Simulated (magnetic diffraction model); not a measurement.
# Tb2NdCo2Ge4: what an assumed order does to the neutron pattern

Space group C2/m (no. 12), a = 10.5950 Å, b = 4.1910 Å, c = 8.2440 Å, β = 106.79°.

| site | atom | x | y | z |
| --- | --- | --- | --- | --- |
| 4i | Tb | 0.8760 | 1/2 | 0.3009 |
| 2a | Nd | 0 | 0 | 0 |
| 4i | Ge | 0.5993 | 1/2 | 0.4024 |
| 4i | Ge | 0.7977 | 1/2 | 0.9201 |
| 4i | Co | 0.6929 | 0 | 0.3723 |

The compound is invented for this exercise: a known structure type with other elements, its cell scaled to their sizes and not relaxed.

Only Tb and Nd are taken to order (form factors of Tb3+ and Nd3+); orders and moment sizes are assumed, and not adapted to the symmetry. Radiation: neutrons of λ = 2.52 Å, 1.5° to 70°; isotropic B of 0.36 Å² (Tb), 0.38 Å² (Nd), 0.42 Å² (Ge) and 0.35 Å² (Co). The intensities are simulated: I ∝ L Σ (|F_N|² + |F_M⊥|²) for unpolarised neutrons, with F_M = 2.695 fm/μB × Σ f(s) S exp(2πi Q·r) exp(−B s²) at Q = H ± k (one set where k and −k are equivalent), only the part normal to Q counting and L = 1/(sin²θ cos θ). For a modulated order the moment at position r is S exp(−2πi k·r) + c.c., with S = m/2 for a sine wave of amplitude m and S = m(u + iv)/2 for moments turning in a plane, u and v being orthogonal unit vectors in it; the phase factor of the sum at Q = H + k is then exp(2πi H·r). Form factors are spin-only for 3d ions and dipole or tabulated for f ions, scattering lengths are Sears's of 1992, and absorption is left out. A label names one of the reflections at its angle. The strongest nuclear line in the range is 100, and lines under 0.2 are left out.

Assume the order k = (0 1/5 0), moments turning in the plane of [100] and [010], 6.9 μB on Tb and 3.1 μB on Nd; signs + at (0.8760, 1/2, 0.3009), + at (0.6240, 0, 0.6991), + at (0, 0, 0).

Q: Where does magnetic intensity appear, and how strong is it?

```csv
2θ (°),index,nuclear,magnetic
6.89,(0 1/5 0),0.0,798.3
19.64,(0 1/5 1),0.0,1.8
28.77,(2 0 0),1.6,0.0
29.38,(2 0 -1),1.5,0.0
29.62,(2 1/5 0),0.0,3.5
30.21,(2 1/5 -1),0.0,30.4
31.41,(1 4/5 0),0.0,11.3
34.37,(1 4/5 -1),0.0,59.1
37.24,(0 0 2),5.7,0.0
37.92,(0 1/5 2),0.0,20.4
37.97,(1 1 0),1.7,0.0
38.76,(2 0 1),3.0,0.0
38.78,(1 4/5 1),0.0,1.8
39.42,(2 1/5 1),0.0,60.8
40.51,(1 1 -1),0.2,0.0
40.79,(2 1/5 -2),0.0,28.1
44.40,(1 1 1),4.5,0.0
44.86,(1 6/5 0),0.0,5.1
45.94,(1 4/5 -2),0.0,4.9
47.10,(1 6/5 -1),0.0,28.1
50.59,(1 6/5 1),0.0,0.8
50.93,(1 1 -2),2.1,0.0
51.37,(3 4/5 -1),0.0,8.4
52.66,(3 4/5 0),0.0,14.6
52.86,(1 4/5 2),0.0,38.7
54.48,(2 0 2),0.3,0.0
54.99,(2 1/5 2),0.0,3.2
56.00,(3 1 -1),100.0,0.0
56.27,(2 0 -3),45.2,0.0
56.58,(1 6/5 -2),0.0,2.9
56.77,(2 1/5 -3),0.0,15.8
56.84,(4 0 -1),13.4,0.0
57.22,(3 1 0),49.5,0.0
57.23,(0 0 3),22.5,0.0
57.31,(3 4/5 -2),0.0,8.5
57.34,(4 1/5 -1),0.0,3.7
57.41,(1 1 2),93.7,0.0
57.72,(0 1/5 3),0.0,28.8
59.59,(4 0 0),4.6,0.0
60.07,(4 1/5 0),0.0,7.2
60.87,(3 4/5 1),0.0,6.2
61.33,(3 6/5 -1),0.0,5.8
61.42,(4 1/5 -2),0.0,14.1
61.64,(3 1 -2),5.1,0.0
62.39,(1 4/5 -3),0.0,10.1
62.49,(3 6/5 0),0.0,9.9
62.67,(1 6/5 2),0.0,24.0
65.05,(3 1 1),3.7,0.0
```
(The table stops after 48 lines; 7 more lie at higher angle.)

The strongest magnetic line in the range is (0 1/5 0) at 6.89° (798.3). On top of the Lorentz factor, which all lines share, magnetic lines fade with angle because f falls: for Tb3+ it is 0.95, 0.82, 0.66 and 0.36 at sin θ/λ = 0.1, 0.2, 0.3 and 0.5 Å⁻¹, while nuclear lengths stay constant. The order has no net moment.

[Logs are printed without paths, hosts, clocks, repeated set-up lines and the standing remarks that a program may print on its own settings, such as how far it seeks lower states.]
